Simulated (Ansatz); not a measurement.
## GeH6CBr3N (CH3NH3GeBr3): band gap by G0W0 on PBEsol

How far does one-shot GW move the PBEsol gap of GeH6CBr3N (CH3NH3GeBr3)?

Program: Ansatz 0.2.0. Level of theory: PBEsol, then G0W0 on it, plane waves, PAW. Results are calculated unless marked as measured.

The structure was built from a prototype and need not be the compound's stable phase.

## (1) The structure

The cell holds 12 atoms: 1 C, 1 N, 6 H, 1 Ge and 3 Br. Its edges and angles: a = 5.561 Å, b = 5.656 Å, c = 5.550 Å, α = 91.0°, β = 90.0°, γ = 82.5°.

The structure was relaxed with PBEsol-D3(BJ). The runs that relaxed it are not among those shown. The default PAW set here is soft_2. Its files were made with PBE.

## (2) Bands along the symmetry lines

Levels along a band path and on the mesh show where this functional puts the band edges.

This step: DFT, PBEsol, plane waves, PAW.

input.yaml

```yaml
crystal:
  lattice:
    - [5.5491456038, 0.3690801251, 0.0019814122]
    - [0.3690801251, 5.6436113835, -0.0495487783]
    - [0.0019814122, -0.0495487783, 5.5496881284]
  atoms:
    - { symbol: C, position: [0.9285284086, 0.9118907512, 1.0034534507] }
    - { symbol: "N", position: [0.0831890171, 0.1048511975, -0.0030436593] }
    - { symbol: H, position: [1.0461709627, 0.7402467279, 1.005384829] }
    - { symbol: H, position: [0.1931807646, 1.0898222514, 0.8435747825] }
    - { symbol: H, position: [0.8127927411, -0.0781405628, 0.8427623118] }
    - { symbol: H, position: [-0.0230126089, 0.2699994338, -0.0052505469] }
    - { symbol: H, position: [0.8160787674, -0.0660614239, 0.1669512405] }
    - { symbol: H, position: [0.195510254, 1.1009130436, 0.1477181839] }
    - { symbol: Ge, position: [0.5126670865, 0.5108398649, 0.4790207983] }
    - { symbol: Br, position: [0.5190946355, 0.474484955, 0.0186309937] }
    - { symbol: Br, position: [0.4386024672, -0.0291984139, 0.4964633399] }
    - { symbol: Br, position: [-0.0332494532, 0.4695164188, 0.5040208673] }
kpoints:
  mp_grid: { grid: [4, 4, 4] }
  band_path:
    path:
      - [[0.0, 0.0, 0.0], [0.5, 0.0, 0.0], [0.5, 0.5, 0.0], [0.0, 0.0, 0.0], [0.5, 0.5, 0.5], [0.5, 0.0, 0.0]]
      - [[0.5, 0.5, 0.0], [0.5, 0.5, 0.5]]
    npoints: 10
hamiltonian:
  xc: pbesol
scf:
  occupations: { method: fermi_dirac, width: 0.02 }
  n_extra_bands: 8
output:
  eigenvalues: true
  write_density: true
  write_potential: true
  elf: true
  volumetric_format: npy
```

Command:

```console
$ ansatz run input.yaml --threads 3 --pin off --max-ram 92160MiB --backend cuda --events-out ev --progress --plain --runs-dir out --devices 1 --max-vram 13GiB  # rebuilt from the run's record
```

Numbers of over 12 decimals in the logs are rounded to 6 here.

The log of the run:

```text
scf.n_extra_bands = 8 over 25 filled bands (N_el = 50.0): the run solves 33 bands
GPUs: using 1 of 1 available (devices: 1).
Engine: ansatz 0.2.0, x86_64-unknown-linux-gnu
Pseudopotentials: kind: paw
Pseudopotential: C, paw, valence charge 4, recommended cutoff 420 eV (normal), C.paw.azcp
Pseudopotential: N, paw, valence charge 5, recommended cutoff 420 eV (normal), N.paw.azcp
Pseudopotential: H, paw, valence charge 1, recommended cutoff 420 eV (normal), H.paw.azcp
Pseudopotential: Ge, paw, valence charge 14, recommended cutoff 420 eV (normal), Ge.paw.azcp
Pseudopotential: Br, paw, valence charge 7, recommended cutoff 420 eV (normal), Br.paw.azcp
Functional definition: PBEsol
  exchange = pbesol_x
  correlation = pbesol_c
device memory: the entry about to start is reckoned to put 3.2 GiB on a device that reports 62.4 GiB free (of which the cap on the GPU budget leaves the run 13.0 GiB)
GPU FFT provider: cuFFT
GPU libraries: cuBLAS 13.8.2, cuFFT 12.4.0, cuSOLVER 12.3.4
Crystal: 12 atoms, lattice volume = 173.031 Å³
Basis set: ecut = 420 eV, 3387 PW (Γ)
Bands: 33, of which v1, the nominal top of the filled ones, is band 25 counted from 1 (24 counted from 0)
Symmetry: 1 space group operations
Space group: P1 (ITA 1), of the structure as read, at distance tolerance 5.6e-5 Å
k-points: 36 of 64 (time reversal used)
Non-local potential: C, projectors of the file, l = 0: 2, l = 1: 2, l = 2: 1
Non-local potential: N, projectors of the file, l = 0: 2, l = 1: 2, l = 2: 1
Non-local potential: H, projectors of the file, l = 0: 2, l = 1: 1
Non-local potential: Ge, projectors of the file, l = 0: 2, l = 1: 2, l = 2: 3, l = 3: 1
Non-local potential: Br, projectors of the file, l = 0: 2, l = 1: 2, l = 2: 2
PAW form: soft (Blöchl's): semilocal exchange-correlation on the pseudo side does not see the compensation charge
PAW frozen core: C, regenerated for the run's functional, and the local potential with it (the file was generated under x = pbe(κ = 0.804, μ = 0.219515), c = pbe(β = 0.066725))
PAW frozen core: N, regenerated for the run's functional, and the local potential with it (the file was generated under x = pbe(κ = 0.804, μ = 0.219515), c = pbe(β = 0.066725))
PAW frozen core: Ge, regenerated for the run's functional, and the local potential with it (the file was generated under x = pbe(κ = 0.804, μ = 0.219515), c = pbe(β = 0.066725))
PAW frozen core: Br, regenerated for the run's functional, and the local potential with it (the file was generated under x = pbe(κ = 0.804, μ = 0.219515), c = pbe(β = 0.066725))
PAW one-centre angular grid: C, 110 points (default); XC on 64 Gauss nodes
PAW one-centre angular grid: N, 110 points (default); XC on 64 Gauss nodes
PAW one-centre angular grid: H, 110 points (default); XC on 64 Gauss nodes
PAW one-centre angular grid: Ge, 590 points (default); XC on 64 Gauss nodes
PAW one-centre angular grid: Br, 110 points (default); XC on 64 Gauss nodes
Initial density: superposition of atomic densities (neutral atoms: chi_scale 0, normalization atom), corrected by the library's trained network
Initial wavefunctions: pseudopotential atomic-orbital guess
GPU buffer pool allocated for 64000 grid points (all kernels)
GPU transforms: local potential and band sums: pruned to the plane-wave sphere, on 40×40×40
Functional: x = pbesol(κ = 0.804, μ = 0.123457), c = pbesol(β = 0.046)
SCF iter   1: F=—  HF=-13187.333278 eV  |F-HF|=—  |Δ(HF+E_count)|=         —  Δρ=3.91e-3  dr2=2.03e-2  ethr=1.77e-3  ⟨swp⟩=7.2  Hψ=6117  notcnv=0  defer=2
preconditioner: auto → Resta (q_TF=auto, 2.218 Å⁻¹)  ε∞=3.3  [insulator: Δε(μ)=1.033 eV  Ē_g=11.585 eV  σ=0.020 eV  W_gap=1.00  n_scr=26 (ndim 8)  ℏωp=17.4 eV  f_vac=0.035  D(μ)=0.00/eV (n_scr^D=0)  ε∞_Penn≈3.3]
SCF iter   2: F=—  HF=-13187.330529 eV  |F-HF|=—  |Δ(HF+E_count)|=   2.75e-3  Δρ=2.01e-3  dr2=5.48e-3  ethr=4.06e-5  ⟨swp⟩=2.2  Hψ=2213  notcnv=0  defer=111
SCF iter   3: F=—  HF=-13187.330142 eV  |F-HF|=—  |Δ(HF+E_count)|=   3.88e-4  Δρ=4.70e-4  dr2=4.47e-4  ethr=1.10e-5  ⟨swp⟩=2.0  Hψ=1820  notcnv=0  defer=111
SCF iter   4: F=—  HF=-13187.330103 eV  |F-HF|=—  |Δ(HF+E_count)|=   3.87e-5  Δρ=1.57e-4  dr2=5.50e-5  ethr=8.95e-7  ⟨swp⟩=2.0  Hψ=1841  notcnv=0  defer=111
SCF iter   5: F=—  HF=-13187.330074 eV  |F-HF|=—  |Δ(HF+E_count)|=   2.88e-5  Δρ=6.61e-5  dr2=9.76e-6  ethr=1.10e-7  ⟨swp⟩=2.0  Hψ=1977  notcnv=0  defer=111
SCF iter   6: F=—  HF=-13187.330086 eV  |F-HF|=—  |Δ(HF+E_count)|=   1.20e-5  Δρ=1.87e-5  dr2=7.60e-7  ethr=1.95e-8  ⟨swp⟩=2.0  Hψ=1977  notcnv=0  defer=111
SCF iter   7: F=—  HF=-13187.330087 eV  |F-HF|=—  |Δ(HF+E_count)|=   1.03e-6  Δρ=6.93e-6  dr2=1.31e-7  ethr=2.00e-10  ⟨swp⟩=9.3  Hψ=4806  notcnv=0
SCF iter   8: F=-13187.330087 eV  HF=-13187.330087 eV  |F-HF|=7.58e-9  |Δ(HF+E_count)|=   1.27e-7  Δρ=4.10e-6  dr2=2.76e-8  ethr=2.00e-10  ⟨swp⟩=3.9  Hψ=2884  notcnv=0
SCF 1 converged in 8 iterations: F = -13187.330087 eV  dr2 = 2.76e-8
  greatest PAW one-centre occupation: 0.999 electrons in one spin orbital (limit 2), on the Ge atom at site 8 (counted from 0), in its partial waves of l = 2
device memory: the entry about to start is reckoned to put 2.1 GiB on a device that reports 57.2 GiB free (of which the cap on the GPU budget leaves the run 13.0 GiB)
NSCF: frozen V_eff on 62 k-points
SCF converged after 8 iterations
Free energy (F): -13187.330087 eV
Harris-Foulkes:  -13187.330087 eV  (|F-HF|=7.58e-9)
Internal energy: -13187.330087 eV  (E = F + TS)
E sigma→0 (E₀):  -13187.330087 eV
Fermi energy:    4.115192 eV
--- Per-component energies (eV) ---
  E_band       = -371.355481
  E_kinetic    = 813.909400
  E_local      = -4294.910721  (includes V_loc(G=0)·N_el)
  E_nonlocal   = 709.817394
  E_hartree    = 1672.591805
  E_xc         = -1017.735697
  E_vxc        = -577.487148  (∫ρ·V_xc dr)
  E_paw        = -8803.570224  (= ΣΔE_a)
  E_vpaw       = -367.865383  (= ΣTr[D̂ρ^β])
  E_aug_tail   = -0.007175  (compensation charges beyond the density's cutoff)
  E_ewald      = -2268.668815
  E_core_change = 1.243947  (= ΣΔE_core)
  E_smearing   = -0.000000  (= −TS)
  E_closure    = 0.000000  (closes the sum)
  Σ components = -13187.330087   (vs F -13187.330087, Δ=0.00e0)
--- Band table (eV; the first three rows and the last of 36) ---
  k-point 0: bands = [... 21 lower, 1.2009, 1.2363, 1.3346, 1.5756, 6.9142, 7.5589, 8.0718, 8.3030, ... 4 higher]
  k-point 1: bands = [... 21 lower, 1.0271, 1.1233, 1.5193, 1.5490, 7.1455, 7.4554, 7.5413, 8.3689, ... 4 higher]
  k-point 2: bands = [... 21 lower, 1.0358, 1.3479, 1.4887, 2.0166, 5.5437, 7.4172, 8.4372, 8.5364, ... 4 higher]
  k-point 35: bands = [... 21 lower, 1.4919, 1.7498, 1.7682, 3.5971, 4.6333, 4.7744, 5.0306, 8.1260, ... 4 higher]
```

Run time: 17 s. Hardware: 1 × NVIDIA H100 80GB HBM3 (shared by 6 runs) with 3 threads of AMD EPYC 7R13 (Zen 3), shared host; peak memory 1 GiB.

In the SCF lines HF is the Harris–Foulkes energy and dr2 the Hartree energy of the density residual, in eV; the loop may stop once dr2 is under the threshold and the program's other checks hold. Hψ counts applications of the Hamiltonian.

This step gave:

```yaml
filled_bands: 25
gap: 1.036 eV
valence_top_at: R
conduction_bottom_at: R
least_direct_gap: 1.036 eV
```

Over mesh and path the gap is 1.036 eV, direct, at k = (0.500, 0.500, 0.500).

Electronic bands along the path, in eV, zero at the top of the highest nominally filled band:

```
    point  band 22  band 23  band 24  band 25  band 26  band 27  band 28  band 29
        Γ    -2.40    -2.36    -2.26    -2.02     3.32     3.96     4.47     4.71
  halfway    -2.46    -2.40    -2.30    -2.07     3.63     3.86     4.23     4.72
        X    -2.64    -2.42    -2.33    -1.43     2.12     4.21     4.42     4.79
  halfway    -2.51    -2.42    -2.11    -1.23     1.88     3.20     4.47     4.67
        M    -2.58    -2.51    -1.76    -0.81     1.55     1.87     4.59     4.65
  halfway    -2.46    -2.39    -1.98    -1.88     3.05     3.51     3.77     4.61
        Γ    -2.40    -2.36    -2.26    -2.02     3.32     3.96     4.47     4.71
  halfway    -2.46    -2.28    -1.96    -1.76     2.83     3.33     3.39     4.28
        R    -2.11    -1.85    -1.83     0.00     1.04     1.18     1.43     4.53
  halfway    -2.37    -2.19    -2.10    -1.08     1.69     2.93     3.32     4.79
        X    -2.64    -2.42    -2.33    -1.43     2.12     4.21     4.42     4.79
jump to M    -2.58    -2.51    -1.76    -0.81     1.55     1.87     4.59     4.65
  halfway    -2.30    -2.12    -1.79    -0.63     1.31     1.64     3.11     4.65
        R    -2.11    -1.85    -1.83     0.00     1.04     1.18     1.43     4.53
```

Valence density in the ab plane at fractional z = 0.003, with atoms of C and N and H and Br within 0.2 Å of it. It is the smooth field of the valence electrons, not physical close to the nuclei.

Values in e/Å³, 15 rows by 15 columns, each cell a mean:
```
1.4 0.8 0.4 0.2 0.1 0.0 0.0 0.0 0.0 0.0 0.1 0.4 1.1 1.7 1.6
1.5 0.6 0.2 0.1 0.0 0.0 0.0 0.0 0.0 0.0 0.1 0.3 0.9 1.6 1.9
1.7 0.9 0.2 0.1 0.0 0.0 0.0 0.0 0.0 0.0 0.0 0.1 0.4 0.9 1.6
1.7 1.2 0.3 0.1 0.0 0.1 0.1 0.1 0.1 0.1 0.0 0.1 0.1 0.3 0.8
0.6 0.6 0.2 0.1 0.1 0.2 0.3 0.4 0.3 0.2 0.1 0.0 0.0 0.1 0.3
0.1 0.1 0.1 0.1 0.1 0.4 0.7 0.9 0.9 0.6 0.2 0.1 0.0 0.0 0.1
0.0 0.0 0.0 0.1 0.2 0.6 1.1 1.0 1.0 1.0 0.5 0.2 0.1 0.0 0.0
0.0 0.0 0.0 0.1 0.2 0.7 1.1 0.5 0.4 1.1 0.7 0.3 0.1 0.0 0.0
0.1 0.0 0.0 0.1 0.2 0.5 1.1 0.9 0.8 1.1 0.7 0.3 0.1 0.1 0.1
0.3 0.1 0.1 0.0 0.1 0.3 0.7 1.0 1.1 0.9 0.5 0.2 0.1 0.1 0.3
1.2 0.5 0.2 0.1 0.1 0.1 0.2 0.4 0.5 0.4 0.2 0.1 0.1 0.3 1.1
2.2 1.7 0.8 0.3 0.1 0.1 0.1 0.1 0.1 0.1 0.1 0.1 0.1 0.3 1.2
2.9 3.4 2.2 0.7 0.2 0.0 0.0 0.0 0.0 0.0 0.0 0.0 0.1 0.3 1.0
2.9 3.5 2.9 1.1 0.3 0.1 0.0 0.0 0.0 0.0 0.0 0.1 0.2 0.4 1.0
2.0 2.3 1.5 0.6 0.2 0.0 0.0 0.0 0.0 0.0 0.1 0.2 0.6 0.9 1.3
```
Columns run along a (5.6 Å), rows up along b (5.7 Å). Atoms in or near the plane, at fractional coordinates: C at (0.93, 0.91), N at (0.08, 0.10), H at (0.05, 0.74), H at (0.98, 0.27), Br at (0.52, 0.47).

Electrostatic potential energy in the ab plane at fractional z = 0.003, with atoms of C and N and H and Br within 0.2 Å of it. With pseudopotentials it is smooth inside the atoms' cores, unlike the true potential.

Ten even steps from '0' (-68 eV) to '9' (8 eV), each cell a mean:
```
589999999999610
489999999999710
689999999999865
459999999999998
779999999999999
999999756899999
999998301489999
999997200179999
999998400279999
899999854689997
489999998999984
468999999999996
314899999999998
202799999999997
645899999999866
```
Columns run along a (5.6 Å; values clipped at the 3rd and 97th percentile), rows up along b (5.7 Å). Atoms in or near the plane, at fractional coordinates: C at (0.93, 0.91), N at (0.08, 0.10), H at (0.05, 0.74), H at (0.98, 0.27), Br at (0.52, 0.47).

(Part 1 of 3 ends here.)

[Paths, hosts, dates, memory and timing lines, banners, echoed tables and standing remarks are left out of the program output.]

[Logs are printed without paths, hosts, clocks, repeated set-up lines and the standing remarks that a program may print on its own settings, such as how far it seeks lower states.]

[Runs of the session that timed out or met a known fault of the program may be left out.]

[Cells called generated may have been cut or substituted from an entry of the Crystallography Open Database or the Materials Project.]

[Hosts, paths, dates, database ids (printed as entryN), source tags and the programs' standing remarks are cut or masked in the printed files.]

[Where an RPA ε∞ is given, it is that of the G0W0 mesh and is not shown converged in it. Names of k-points follow the symmetry that the program found, which can be lower than the space group named. Band edges on a path are those of the sampled points; other points can move an edge, and change direct to indirect where valleys lie close.]

[Hybrid gaps are those of their k-mesh and are not shown converged in it.]
